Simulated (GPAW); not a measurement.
## Quasiparticle gap of Cs2InAgCl6 (Fm-3m) in GPAW

Wanted: ground state, empty states, screening and self-energy for Cs2InAgCl6 (Fm-3m).

Method: LDA and many-body steps on it, plane waves, in GPAW 26.7.0.

**The experiments to reproduce.**

- Gap 3.3 eV: optical gap from absorption onset near 380 nm, assigned as direct at Gamma; diffuse reflectance with Kubelka-Munk analysis; powder (“Cs2InAgCl6: A new lead-free halide double perovskite with direct band gap”, 2016, arxiv:1611.05426).

## Step 1: Set-up

The structure is cubic, space group Fm-3m (No. 225). The conventional cell has a = 10.469 Å, b = 10.469 Å, c = 10.469 Å, α = 90.00°, β = 90.00°, γ = 90.00°. Cs has 12 Cl at 3.70 Å nearest. Nearest to In lie 6 Cl at 2.51 Å. Nearest to Ag lie 6 Cl at 2.72 Å. Nearest to Cl lie 1 In at 2.51 Å and 1 Ag at 2.72 Å and 4 Cs at 3.70 Å. Farther neighbours and most contacts between anions are not listed.

The cell and positions come from the Crystallography Open Database and are kept as given unless a step says otherwise. Spin-orbit coupling is left out unless a step names it.

## Step 2: Ground state

This step: GPAW 26.7.0; DFT, LDA, plane waves, PAW.

The ground-state density comes first.

Contents of run.py:

```python
import json
import numpy as np
from gpaw.mpi import world
from ase import Atoms
from gpaw import GPAW, PW, FermiDirac

atoms = Atoms(['Cs', 'Cs', 'In', 'Ag', 'Cl', 'Cl', 'Cl', 'Cl', 'Cl', 'Cl'],
    cell=[[0.0000000000, 5.2345000000, 5.2345000000],
      [5.2345000000, 0.0000000000, 5.2345000000],
      [5.2345000000, 5.2345000000, 0.0000000000]],
    scaled_positions=[[0.2500000000, 0.2500000000, 0.2500000000],
      [0.7500000000, 0.7500000000, 0.7500000000],
      [0.0000000000, 0.0000000000, 0.0000000000],
      [0.5000000000, 0.5000000000, 0.5000000000],
      [0.7602100000, 0.2397900000, 0.2397900000],
      [0.2397900000, 0.7602100000, 0.2397900000],
      [0.2397900000, 0.7602100000, 0.7602100000],
      [0.7602100000, 0.2397900000, 0.7602100000],
      [0.2397900000, 0.2397900000, 0.7602100000],
      [0.7602100000, 0.7602100000, 0.2397900000]],
    pbc=(True, True, True))
calc = GPAW(mode=PW(450),
    xc='LDA',
    kpts={'size': (4, 4, 4), 'gamma': True},
    occupations=FermiDirac(0.001),
    nbands=-11,
    convergence={'density': 1e-6, 'bands': -3},
    maxiter=100,
    txt='gs.txt')
atoms.calc = calc
res = {'energy': atoms.get_potential_energy()}
kpts = calc.get_ibz_k_points()
res['kpts'] = kpts
res['eigenvalues'] = [calc.get_eigenvalues(kpt=k) for k in range(len(kpts))]
res['n_electrons'] = calc.get_number_of_electrons()
calc.write('gs.gpw')

if world.rank == 0:
    with open('result.json', 'w') as f:
        json.dump(res, f, default=lambda x: x.tolist())
```

Command:

```sh
$ mpirun -n 4 gpaw python run.py
```

Numbers of over 12 decimals in the logs are rounded to 6 here.

Output:

```text
__  _  _
 | _ |_)|_||  |
 |__||  | ||/\| - 26.7.0

Input parameters:
  mode=PW(ecut=450.000000),
  convergence={'density': 1e-06, 'bands': -3},
  kpts=MonkhorstPack(size=(4, 4, 4), gamma=True),
  maxiter=100,
  nbands=-11,
  occupations=Occupations(name='fermi-dirac', width=0.001, fixmagmom=False),
  xc=XC(name='LDA')
  [... matrices ...]
Diagonalizing LCAO Hamiltonian
Converting LCAO to pw mode

                               Cs
                       Cl

                        Cl

                Cl     Ag    Cl
                     Cl

                       Cl

               Cs

       In

Atoms  # Å, Bohr magnetons
|   | symbol |        x |        y |        z |    initial magnetic moments |
| 0 |     Cs | 2.617250 | 2.617250 | 2.617250 | ( 0.0000,  0.0000,  0.0000) |
| 1 |     Cs | 7.851750 | 7.851750 | 7.851750 | ( 0.0000,  0.0000,  0.0000) |
| 2 |     In | 0.000000 | 0.000000 | 0.000000 | ( 0.0000,  0.0000,  0.0000) |
| 3 |     Ag | 5.234500 | 5.234500 | 5.234500 | ( 0.0000,  0.0000,  0.0000) |
| 4 |     Cl | 2.510362 | 5.234500 | 5.234500 | ( 0.0000,  0.0000,  0.0000) |
| 5 |     Cl | 5.234500 | 2.510362 | 5.234500 | ( 0.0000,  0.0000,  0.0000) |
| 6 |     Cl | 7.958638 | 5.234500 | 5.234500 | ( 0.0000,  0.0000,  0.0000) |
| 7 |     Cl | 5.234500 | 7.958638 | 5.234500 | ( 0.0000,  0.0000,  0.0000) |
| 8 |     Cl | 5.234500 | 5.234500 | 2.510362 | ( 0.0000,  0.0000,  0.0000) |
| 9 |     Cl | 5.234500 | 5.234500 | 7.958638 | ( 0.0000,  0.0000,  0.0000) |

Unit cell  # Å
| periodic |        x |        y |        z |  lengths |    angles |
|      yes | 0.000000 | 5.234500 | 5.234500 | 7.402701 | 60.000000 |
|      yes | 5.234500 | 0.000000 | 5.234500 | 7.402701 | 60.000000 |
|      yes | 5.234500 | 5.234500 | 0.000000 | 7.402701 | 60.000000 |

Number of symmetries: 48
Symmetry operations  # r_c * U_cc + t_c -> r_c
|    | kind |            matrix            |
|  0 |  σ   |  1, 0, 0,  1, 0,-1,  1,-1, 0 |
|  1 |  C2  |  1, 0, 0,  1,-1, 0,  1, 0,-1 |
|  2 |  E   |  1, 0, 0,  0, 1, 0,  0, 0, 1 |
|  3 |  σ   |  1, 0, 0,  0, 0, 1,  0, 1, 0 |
|  4 |  C4  |  1, 0,-1,  1, 0, 0,  1,-1, 0 |
|  5 |  S6  |  1, 0,-1,  1,-1, 0,  1, 0, 0 |
|  6 |  σ   |  1, 0,-1,  0, 1,-1,  0, 0,-1 |
|  7 |  C3  |  1, 0,-1,  0, 0,-1,  0, 1,-1 |
|  8 |  S6  |  1,-1, 0,  1, 0, 0,  1, 0,-1 |
|  9 |  C4  |  1,-1, 0,  1, 0,-1,  1, 0, 0 |
| 10 |  C3  |  1,-1, 0,  0,-1, 1,  0,-1, 0 |
| 11 |  σ   |  1,-1, 0,  0,-1, 0,  0,-1, 1 |
| 12 |  σ   |  0, 1, 0,  1, 0, 0,  0, 0, 1 |
| 13 |  C4  |  0, 1, 0,  0, 1,-1, -1, 1, 0 |
| 14 |  C3  |  0, 1, 0,  0, 0, 1,  1, 0, 0 |
| 15 |  S6  |  0, 1, 0, -1, 1, 0,  0, 1,-1 |
| 16 |  C2  |  0, 1,-1,  1, 0,-1,  0, 0,-1 |
| 17 |  σ   |  0, 1,-1,  0, 1, 0, -1, 1, 0 |
| 18 |  S4  |  0, 1,-1,  0, 0,-1,  1, 0,-1 |
| 19 |  C4  |  0, 1,-1, -1, 1, 0,  0, 1, 0 |
| 20 |  C3  |  0, 0, 1,  1, 0, 0,  0, 1, 0 |
| 21 |  σ   |  0, 0, 1,  0, 1, 0,  1, 0, 0 |
| 22 |  S6  |  0, 0, 1,  0,-1, 1, -1, 0, 1 |
| 23 |  C4  |  0, 0, 1, -1, 0, 1,  0,-1, 1 |
| 24 |  S4  |  0, 0,-1,  1, 0,-1,  0, 1,-1 |
| 25 |  C3  |  0, 0,-1,  0, 1,-1,  1, 0,-1 |
| 26 |  C2  |  0, 0,-1,  0,-1, 0, -1, 0, 0 |
| 27 |  S6  |  0, 0,-1, -1, 0, 0,  0,-1, 0 |
| 28 |  S4  |  0,-1, 1,  1,-1, 0,  0,-1, 0 |
| 29 |  C4  |  0,-1, 1,  0, 0, 1, -1, 0, 1 |
| 30 |  C2  |  0,-1, 1,  0,-1, 0,  1,-1, 0 |
| 31 |  σ   |  0,-1, 1, -1, 0, 1,  0, 0, 1 |
| 32 |  C3  |  0,-1, 0,  1,-1, 0,  0,-1, 1 |
| 33 |  S6  |  0,-1, 0,  0, 0,-1, -1, 0, 0 |
| 34 |  S4  |  0,-1, 0,  0,-1, 1,  1,-1, 0 |
| 35 |  C2  |  0,-1, 0, -1, 0, 0,  0, 0,-1 |
| 36 |  C2  | -1, 1, 0,  0, 1, 0,  0, 1,-1 |
| 37 |  S6  | -1, 1, 0,  0, 1,-1,  0, 1, 0 |
| 38 |  S4  | -1, 1, 0, -1, 0, 1, -1, 0, 0 |
| 39 |  C3  | -1, 1, 0, -1, 0, 0, -1, 0, 1 |
| 40 |  S6  | -1, 0, 1,  0, 0, 1,  0,-1, 1 |
| 41 |  C2  | -1, 0, 1,  0,-1, 1,  0, 0, 1 |
| 42 |  C3  | -1, 0, 1, -1, 1, 0, -1, 0, 0 |
| 43 |  S4  | -1, 0, 1, -1, 0, 0, -1, 1, 0 |
| 44 |  C2  | -1, 0, 0,  0, 0,-1,  0,-1, 0 |
| 45 |  i   | -1, 0, 0,  0,-1, 0,  0, 0,-1 |
| 46 |  σ   | -1, 0, 0, -1, 1, 0, -1, 0, 1 |
| 47 |  C2  | -1, 0, 0, -1, 0, 1, -1, 1, 0 |

BZ-sampling:
  Number of BZ points: 64
  Number of IBZ points: 8

  Monkhorst-Pack size: [4, 4, 4]
  Monkhorst-Pack shift: [0.125, 0.125, 0.125]

K-points  # in reciprocal-cell coordinates
|   |                                coordinates |     weight |
| 0 | (  0.00000000,   0.00000000,   0.00000000) | 0.01562500 |
| 1 | (  0.25000000,   0.25000000,   0.00000000) | 0.09375000 |
| 2 | (  0.25000000,   0.25000000,   0.25000000) | 0.12500000 |
| 3 | (  0.50000000,   0.25000000,  -0.25000000) | 0.09375000 |
| 4 | (  0.50000000,   0.25000000,   0.25000000) | 0.18750000 |
| 5 | (  0.50000000,   0.50000000,   0.00000000) | 0.04687500 |
| 6 | (  0.50000000,   0.50000000,   0.25000000) | 0.37500000 |
| 7 | (  0.50000000,   0.50000000,   0.50000000) | 0.06250000 |

Plane wave coefficients: 6231
Cutoff: 450.000000 eV

Spin-components: 1 (collinear spins)
Bands:           56
Projectors:      52
Spin-degeneracy: 2
Datatype:        complex128

  Storage: CPU
  Wave functions: 44_319_744 bytes (11_079_936 per core)
  Projectors: 32_448_384 bytes (8_112_096 per core)
  [... matrices ...]
Parallelization:
  kpt:    4
  domain: 1
  band:   1

Density:
  Valence electrons: 90.0
  Components: 1
  Grid points: [40 40 40]
  Charge: 0.0  # |e|

Potential:
  Grid points: [40 40 40]

species:
  Cs:
    name:    Caesium
    Z:       55.0
    valence: 9
    core:    46
    charge:  0.0  # [|e|]
    compensation charges:
      type: gauss
      rc: 0.33  # [Å]
      lmax: 2
    cutoffs:
      filter: 2.06  # [Å]
      core: 2.51  # [Å]
    projectors
    | kind |    occ | energy [eV] | rcut [Å] |
    |   5s |  2.000 |     -26.872 |    1.164 |
    |   6s |  1.000 |      -2.224 |    1.164 |
    |   5p |  6.000 |     -13.611 |    1.058 |
    |    p |        |      13.601 |    1.058 |
    |    d |        |       0.000 |    1.058 |

    Using partial waves for Cs as LCAO basis

  In:
    name:    Indium
    Z:       49.0
    valence: 13
    core:    36
    charge:  0.0  # [|e|]
    compensation charges:
      type: gauss
      rc: 0.36  # [Å]
      lmax: 2
    cutoffs:
      filter: 2.09  # [Å]
      core: 2.48  # [Å]
    projectors
    | kind |    occ | energy [eV] | rcut [Å] |
    |   5s |  2.000 |      -8.474 |    1.185 |
    |   5p |  1.000 |      -2.700 |    1.244 |
    |   4d | 10.000 |     -18.723 |    1.148 |
    |    s |        |      18.738 |    1.185 |
    |    p |        |      24.512 |    1.244 |
    |    d |        |       8.489 |    1.148 |

    Using partial waves for In as LCAO basis

  Ag:
    name:    Silver
    Z:       47.0
    valence: 17
    core:    30
    charge:  0.0  # [|e|]
    compensation charges:
      type: gauss
      rc: 0.40  # [Å]
      lmax: 2
    cutoffs:
      filter: 2.35  # [Å]
      core: 2.19  # [Å]
    projectors
    | kind |    occ | energy [eV] | rcut [Å] |
    |   5s |  1.000 |      -4.708 |    1.286 |
    |   4p |  6.000 |     -58.678 |    1.328 |
    |   5p |  0.000 |      -0.844 |    1.328 |
    |   4d | 10.000 |      -7.664 |    1.180 |
    |    s |        |      22.503 |    1.286 |
    |    d |        |      19.547 |    1.180 |

    Using partial waves for Ag as LCAO basis

  Cl:
    name:    Chlorine
    Z:       17.0
    valence: 7
    core:    10
    charge:  0.0  # [|e|]
    compensation charges:
      type: gauss
      rc: 0.25  # [Å]
      lmax: 2
    cutoffs:
      filter: 1.40  # [Å]
      core: 1.49  # [Å]
    projectors
    | kind |    occ | energy [eV] | rcut [Å] |
    |   3s |  2.000 |     -20.688 |    0.794 |
    |   3p |  5.000 |      -8.701 |    0.794 |
    |    s |        |       6.523 |    0.794 |
    |    p |        |      18.511 |    0.794 |
    |    d |        |       0.000 |    0.794 |

    Using partial waves for Cl as LCAO basis

Reference energy: -802682.131006  # eV

eigensolver:
  PPCG
  Converge bands: -3
  niter=2

density mixing:
  MSR1-Mixer
  Pratt-step length: 0.05
  Maximum mixing coefficient: 0.75
  Old densities: 10
  SVD Regularization: 0.005
  Good broyden scale: 1.0
  Trust region scale: 1.0
  Backstep threshold: 4.0
  History deletion threshold: 6.0
  Fourier metric: weight=20.0, sigma=0.015

occupation numbers:
  Fermi-Dirac:
    width: 0.0010  # eV

poisson solver:
  ecut: 3600.000000  # eV

xc functional:
  name: None

Initialization done in: 3.145 s

convergence criteria:
- Maximum integral of absolute [dens]ity change: 1e-06 electrons / valence electron
- Maximum [total energy] change in last 3 cyles: 0.0005 eV / valence electron
- Maximum integral of absolute [eigenst]ate change: 4e-08 eV^2 / valence electron
maximum number of iterations: 100

SCF iterations
|iter     |     time |      energy | eigst |  dens |
|iter:   1|  |  -37.876495 | +0.35 |       |
|iter:   2|  |  -37.691581 | -0.32 | -1.35 |
|iter:   3|  |  -36.813995 | -0.61 | -1.39 |
|iter:   4|  |  -36.685190 | -0.98 | -1.76 |
|iter:   5|  |  -36.661457 | -1.40 | -2.13 |
|iter:   6|  |  -36.660873c| -1.61 | -2.48 |
|iter:   7|  |  -36.660892c| -1.69 | -3.17 |
|iter:   8|  |  -36.660890c| -2.01 | -3.80 |
|iter:   9|  |  -36.660891c| -2.29 | -4.23 |
|iter:  10|  |  -36.660891c| -2.23 | -4.82 |
|iter:  11|  |  -36.660891c| -2.81 | -5.44 |
|iter:  12|  |  -36.660891c| -3.07 | -6.18c|
|iter:  13|  |  -36.660891c| -3.28 | -6.81c|
|iter:  14|  |  -36.660891c| -2.86 | -7.31c|
|iter:  15|  |  -36.660891c| -3.20 | -8.03c|
|iter:  16|  |  -36.660891c| -3.55 | -8.52c|
|iter:  17|  |  -36.660891c| -3.98 | -8.93c|
|iter:  18|  |  -36.660891c| -4.30 | -9.71c|
|iter:  19|  |  -36.660891c| -4.73 |-10.14c|
|iter:  20|  |  -36.660891c| -5.03 |-10.48c|
|iter:  21|  |  -36.660891c| -5.35 |-10.67c|
|iter:  22|  |  -36.660891c| -5.57 |-11.22c|
|iter:  23|  |  -36.660891c| -5.75 |-11.42c|
|iter:  24|  |  -36.660891c| -3.38 |-11.59c|
|iter:  25|  |  -36.660891c| -3.70 |-11.83c|
|iter:  26|  |  -36.660891c| -4.03 |-11.97c|
|iter:  27|  |  -36.660891c| -4.38 |-12.17c|
|iter:  28|  |  -36.660891c| -4.73 |-12.24c|
[...]
|iter:  43|  |  -36.660891c| -6.45 |-13.89c|
|iter:  44|  |  -36.660891c| -6.64 |-13.62c|
|iter:  45|  |  -36.660891c| -6.84 |-13.80c|
|iter:  46|  |  -36.660891c| -6.97 |-14.01c|
|iter:  47|  |  -36.660891c| -7.22 |-14.08c|
|iter:  48|  |  -36.660891c| -7.49c|-14.23c|

Converged in 48 steps
SCF loop duration: 42.788 s (0.891 s/step)
Energy contributions relative to reference atoms: (reference = -802682.131006)
  [... matrices ...]
Energy contributions:
  Kinetic:          41.510772
  Coulomb:         -39.948580
  Zero:             -0.000590
  External:          0.000000
  Xc:              -38.222493
  Entropy:          -0.000000
  Spinorbit:         0.000000
  ----------------------------
  Free energy:     -36.660891
  Extrapolated:    -36.660891

dipole moment: (-34.933549, -34.933549, -34.933549)  # |e|*Ang

Fermi level: 3.316
Eigenvalues  # (at kpt = [0.000, 0.000, 0.000])
| band index |      eig [eV] | occ [0-2] |
|          0 |       -50.497 |     2.000 |
|        ... |               |           |
|         37 |         1.200 |     2.000 |
|         38 |         1.200 |     2.000 |
|         39 |         1.200 |     2.000 |
|         40 |         1.552 |     2.000 |
|         41 |         1.552 |     2.000 |
|         42 |         1.552 |     2.000 |
|         43 |         2.448 |     2.000 |
|         44 |         2.448 |     2.000 |
|         45 |         3.338 |     0.000 |
[...]
|         49 |         7.448 |     0.000 |
|         50 |         7.746 |     0.000 |
|         51 |         7.746 |     0.000 |
|         52 |         9.032 |     0.000 |
|        ... |               |           |
|         55 |         9.034 |     0.000 |

Gap: 0.890 eV
Transition (v -> c):
  (s=0, k=0, n=44, [0.00, 0.00, 0.00]) -> (s=0, k=0, n=45, [0.00, 0.00, 0.00])
No difference between direct/indirect transitions
# Writing to gs.gpw (mode='')
  [... matrices ...]
```

Wall time 48 s (4 MPI ranks of Intel Xeon Platinum 8559C (Emerald Rapids), shared host); peak memory 1.1 GiB; 3.2 min of CPU time.

This step gave:

- total energy: -36.66 eV
- gap: 0.8904 eV
- k of the valence top: 0, 0, 0
- k of the conduction bottom: 0, 0, 0
- least direct gap: 0.8904 eV

The gap is direct, at Γ.

## Step 3: Bands along the symmetry lines

The cheap functional maps the bands first; the places of the edges decide which points the dearer methods must see.

Contents of run.py:

```python
import json
import numpy as np
from gpaw.mpi import world
from gpaw import GPAW

path = [[0.000000, 0.000000, 0.000000],
    [0.062500, 0.000000, 0.062500],
    [0.125000, 0.000000, 0.125000],
    [0.187500, 0.000000, 0.187500],
    [0.250000, 0.000000, 0.250000],
    [0.312500, 0.000000, 0.312500],
    [0.375000, 0.000000, 0.375000],
    [0.437500, 0.000000, 0.437500],
    [0.500000, 0.000000, 0.500000],
    [0.515625, 0.031250, 0.515625],
    [0.531250, 0.062500, 0.531250],
    [0.546875, 0.093750, 0.546875],
    [0.562500, 0.125000, 0.562500],
    [0.578125, 0.156250, 0.578125],
    [0.593750, 0.187500, 0.593750],
    [0.609375, 0.218750, 0.609375],
    [0.625000, 0.250000, 0.625000],
    [0.375000, 0.375000, 0.750000],
    [0.328125, 0.328125, 0.656250],
    [0.281250, 0.281250, 0.562500],
    [0.234375, 0.234375, 0.468750],
    [0.187500, 0.187500, 0.375000],
    [0.140625, 0.140625, 0.281250],
    [0.093750, 0.093750, 0.187500],
    [0.046875, 0.046875, 0.093750],
    [0.000000, 0.000000, 0.000000],
    [0.062500, 0.062500, 0.062500],
    [0.125000, 0.125000, 0.125000],
    [0.187500, 0.187500, 0.187500],
    [0.250000, 0.250000, 0.250000],
    [0.312500, 0.312500, 0.312500],
    [0.375000, 0.375000, 0.375000],
    [0.437500, 0.437500, 0.437500],
    [0.500000, 0.500000, 0.500000],
    [0.500000, 0.468750, 0.531250],
    [0.500000, 0.437500, 0.562500],
    [0.500000, 0.406250, 0.593750],
    [0.500000, 0.375000, 0.625000],
    [0.500000, 0.343750, 0.656250],
    [0.500000, 0.312500, 0.687500],
    [0.500000, 0.281250, 0.718750],
    [0.500000, 0.250000, 0.750000],
    [0.500000, 0.218750, 0.718750],
    [0.500000, 0.187500, 0.687500],
    [0.500000, 0.156250, 0.656250],
    [0.500000, 0.125000, 0.625000],
    [0.500000, 0.093750, 0.593750],
    [0.500000, 0.062500, 0.562500],
    [0.500000, 0.031250, 0.531250],
    [0.500000, 0.000000, 0.500000]]
calc = GPAW('gs.gpw').fixed_density(kpts=path,
    symmetry='off',
    nbands=55,
    convergence={'bands': 51},
    txt='bands.txt')
res = {}
kpts = calc.get_ibz_k_points()
res['kpts'] = kpts
res['eigenvalues'] = [calc.get_eigenvalues(kpt=k) for k in range(len(kpts))]
res['n_electrons'] = calc.get_number_of_electrons()

if world.rank == 0:
    with open('result.json', 'w') as f:
        json.dump(res, f, default=lambda x: x.tolist())
```

Command:

```sh
$ mpirun -n 4 gpaw python run.py
```

Output:

```text
Diagonalizing LCAO Hamiltonian
Converting LCAO to pw mode
convergence criteria:
- Maximum integral of absolute [eigenst]ate change: 4e-08 eV^2 / valence electron
maximum number of iterations: 100

SCF iterations
|iter     |     time |      energy | eigst |  dens |
|iter:   1|  |             | +0.21 |       |
|iter:   2|  |             | -0.76 |       |
|iter:   3|  |             | -0.98 |       |
[...]
|iter:  46|  |             | -7.26 |       |
|iter:  47|  |             | -7.36 |       |
|iter:  48|  |             | -7.48c|       |
SCF steps: 48
  __  _  _
 | _ |_)|_||  |
 |__||  | ||/\| - 26.7.0

Input parameters:
  mode=PW(ecut=450.000000),
  convergence={'bands': 51},
  gpts=array([40, 40, 40]),
  kpts=KPoints(kpts=array([[0.      , 0.      , 0.      ],
         [0.0625  , 0.      , 0.0625  ],
         [0.125   , 0.      , 0.125   ],
         [0.1875  , 0.      , 0.1875  ],
[...]
[0.515625, 0.03125 , 0.515625],
[...]
[0.546875, 0.09375 , 0.546875],
[...]
[0.578125, 0.15625 , 0.578125],
[...]
[0.609375, 0.21875 , 0.609375],
[...]
[0.328125, 0.328125, 0.65625 ],
[...]
[0.234375, 0.234375, 0.46875 ],
[...]
[0.140625, 0.140625, 0.28125 ],
[...]
[0.046875, 0.046875, 0.09375 ],
[...]
[0.5     , 0.0625  , 0.5625  ],
         [0.5     , 0.03125 , 0.53125 ],
         [0.5     , 0.      , 0.5     ]])),
  maxiter=100,
  nbands=55,
  occupations=Occupations(name='fermi-dirac', width=0.001, fixmagmom=False),
  parallel={},
  symmetry=Symmetry(point_group=False, time_reversal=False),
  xc=XC(name='LDA')
```

Elapsed: 3.3 min, on 4 MPI ranks; peak memory 1.6 GiB; 13 min of CPU time.

This step gave:

* gap: 0.8904 eV
* k of the valence top: 0, 0, 0
* k of the conduction bottom: 0, 0, 0
* least direct gap: 0.8904 eV

The gap is 0.890 eV, as in the run before at this level.

The electronic bands at the labelled points (eV, zero at the top of the highest filled band):

| point | band 42 | band 43 | band 44 | band 45 | band 46 | band 47 | band 48 | band 49 |
| --- | --- | --- | --- | --- | --- | --- | --- | --- |
| Γ | -0.90 | -0.90 | 0.00 | 0.00 | 0.89 | 4.86 | 5.00 | 5.00 |
| halfway | -1.03 | -0.91 | -0.88 | 0.00 | 2.01 | 5.27 | 5.53 | 5.56 |
| X | -0.96 | -0.96 | -0.91 | 0.00 | 3.47 | 5.43 | 6.23 | 6.25 |
| halfway | -0.97 | -0.97 | -0.95 | -0.08 | 3.49 | 5.02 | 6.30 | 6.41 |
| U | -1.04 | -1.00 | -0.98 | -0.28 | 3.51 | 4.45 | 6.41 | 6.73 |
| jump to K | -1.04 | -1.00 | -0.98 | -0.28 | 3.51 | 4.45 | 6.41 | 6.73 |
| halfway | -1.06 | -0.99 | -0.53 | -0.32 | 2.02 | 4.67 | 5.61 | 5.62 |
| Γ | -0.90 | -0.90 | 0.00 | 0.00 | 0.89 | 4.86 | 5.00 | 5.00 |
| halfway | -1.06 | -0.99 | -0.31 | -0.31 | 1.67 | 4.61 | 5.38 | 5.66 |
| L | -1.11 | -1.11 | -0.57 | -0.57 | 2.79 | 3.61 | 6.10 | 6.33 |
| halfway | -1.08 | -1.01 | -0.76 | -0.50 | 3.19 | 4.00 | 6.40 | 6.43 |
| W | -1.04 | -0.97 | -0.87 | -0.46 | 3.60 | 4.49 | 6.56 | 6.56 |
| halfway | -0.99 | -0.97 | -0.96 | -0.17 | 3.52 | 4.86 | 6.35 | 6.37 |
| X | -0.96 | -0.96 | -0.91 | 0.00 | 3.47 | 5.43 | 6.23 | 6.25 |

[end of part 1 of 2]

[Paths, hosts, dates, memory and timing lines, banners, echoed tables and standing remarks are left out of the program output.]

[Logs are printed without paths, hosts, clocks, repeated set-up lines and the standing remarks that a program may print on its own settings, such as how far it seeks lower states.]

[Runs of the session that timed out or met a known fault of the program may be left out.]

[Hosts, paths, dates, database ids (printed as entryN), source tags and the programs' standing remarks are cut or masked in the printed files.]
